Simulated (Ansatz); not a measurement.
Computed results, one entry a study.

```
! title: Screened interactions in NaMoO3 (cubic perovskite) (Pm-3m)
! method: DFT, LDA, plane waves, PAW (and 1 further level or step)
! program: Ansatz 0.2.0
! settings of one run: cutoff 420 eV, 6×6×6 k-mesh, smearing width 0.08 eV, default PAW, coordination {"Mo": "octahedral"}, magnetic state non-magnetic by constraint
! cost: 3 runs, 2 min in all on 4 threads of Arm Neoverse V2, shared host (the runs of this entry)
! notes: The structure was built from a prototype and need not be the compound’s stable phase. This run has no spin polarisation although its electron count is odd. The structure was relaxed with LDA. The structure type comes from a generator and need not be one that this composition takes. Limits: no spin-orbit coupling. The bands cross the Fermi level under this constraint, which need not be the crystal’s state: magnetic order, correlation or a lattice distortion may open a gap.
! Mo t2g: U 2.82 eV, U′ 2.20 eV, J 0.28 eV, bare V 11.7 eV
! Mo t2g + anion p: U 6.17 eV, U′ 5.19 eV, J 0.49 eV, bare V 15.3 eV
! method: constrained RPA on non-magnetic LDA, 4×4×4 mesh, static; search for lower states off
CELL_PARAMETERS angstrom
0.00000 -3.83009 0.00000
0.00000 0.00000 3.83009
-3.83009 0.00000 0.00000
ATOMIC_POSITIONS crystal
Na 0.00000 0.00000 0.00000
Mo 0.50000 0.50000 0.50000
O 0.50000 0.50000 0.00000
O 0.50000 0.00000 0.50000
O 0.00000 0.50000 0.50000
```

[Paths, hosts, dates, memory and timing lines, banners, echoed tables and standing remarks are left out of the program output.]

[Logs are printed without paths, hosts, clocks, repeated set-up lines and the standing remarks that a program may print on its own settings, such as how far it seeks lower states.]

[Runs of the session that timed out or met a known fault of the program may be left out.]

[Hosts, paths, dates, database ids (printed as entryN), source tags and the programs' standing remarks are cut or masked in the printed files.]
